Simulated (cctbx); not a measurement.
**Diagnosing a refinement**

Cell a = 7.5170 Å, b = 7.5170 Å, c = 21.2080 Å, α = 90.00°, β = 90.00°, γ = 120.00°; space group R-3 (no. 148).

The data are simulated with cctbx, not measured: Cu Kα, λ = 1.54184 Å, to d = 0.83 Å, 70 % of the full sphere, strongest reflection 5000 counts, noise from counting, a 2 % proportional error and a noise floor of 15 counts (s.d.); no absorption.

An isotropic refinement with weights 1/σ² prints:

```text
Rint 0.044, 426 unique reflections to 0.83 A
cycle     R1     wR2    GooF  max shift (A)
   1  0.2405  0.5006  13.914   0.29573
  12  0.0218  0.0473   1.314   0.01095
final R1 0.0218 wR2 0.0473 GooF 1.315  parameters 10  data/parameter 42.6
atom        x        y        z      Ueq    occ   su(xyz)  su(Uiso or U11)
I1     0.67748  0.03417  0.25359   0.0064  1.000  0.00007  0.0002
Co1    0.00000  0.00000  0.00000   0.0068  1.000  0.00000  0.0006
Fe1    0.33333  0.66667  0.16667   0.0084  1.000  0.00000  0.0006
Fe2   -0.00864  0.32756  0.54913   1.0000  1.000  0.00753  0.0395
difference map: max 1.55 min -1.37 rms 0.40
Q1    0.0268  0.9350  0.6119   18    1.55  2.15 A from I1
Q2    0.0000  0.0000  0.1681    6    1.36  2.66 A from Fe2
Q3    0.0506  0.0964  0.4763   18    1.24  0.80 A from Fe1
Q4    0.0222  0.1111  0.8333   18    1.18  2.09 A from Fe2
Q5    0.0409  0.4840  0.4145   18    1.17  0.91 A from I1
Q6    0.0194  0.2027  0.5193   18    1.16  1.23 A from Fe2
```

Q: Accept it or mend it, and why?

Mend it. The fault: spurious atom: Fe2. Against the right model at the same level, R1 goes from 0.0191 to 0.0218 and GooF from 0.95 to 1.31 and Fe2 takes U = the program's ceiling. A site with no density behind it hides by a very large U or drifts. The fit had not settled when the cycles ran out.

The compound is FeCoI6. The right model at the same level gives:

```text
Rint 0.044, 426 unique reflections to 0.83 A
cycle     R1     wR2    GooF  max shift (A)
   1  0.3137  0.5207  14.403   0.12529
   2  0.0191  0.0343   0.947   0.00000
final R1 0.0191 wR2 0.0343 GooF 0.947  parameters 6  data/parameter 71.0
atom        x        y        z      Ueq    occ   su(xyz)  su(Uiso or U11)
I1     0.67748  0.03417  0.25359   0.0065  1.000  0.00005  0.0001
Co1    0.00000  0.00000  0.00000   0.0069  1.000  0.00000  0.0004
Fe1    0.33333  0.66667  0.16667   0.0085  1.000  0.00000  0.0004
difference map: max 1.39 min -1.18 rms 0.34
Q1    0.0278  0.9346  0.6119   18    1.40  2.15 A from I1
Q2    0.0167  0.2100  0.5194   18    1.31  1.57 A from Fe1
Q3    0.0406  0.4877  0.4151   18    1.16  0.94 A from I1
Q4    0.0388  0.2922  0.3075   18    1.00  2.36 A from I1
Q5    0.0773  0.5394  0.9212   18    0.99  1.53 A from I1
Q6    0.0297  0.1998  0.9220   18    0.98  1.76 A from I1
```

Isotropic U is held between 0.0001 and 1 Å² by the program, and listed peak heights are interpolated, so they can pass the grid's maximum.

This is a model crystal, built by substitution and not relaxed, with assumed displacement parameters.

[Middle refinement cycles are left out of these outputs.]

[Logs are printed without paths, hosts, clocks, repeated set-up lines and the standing remarks that a program may print on its own settings, such as how far it seeks lower states.]
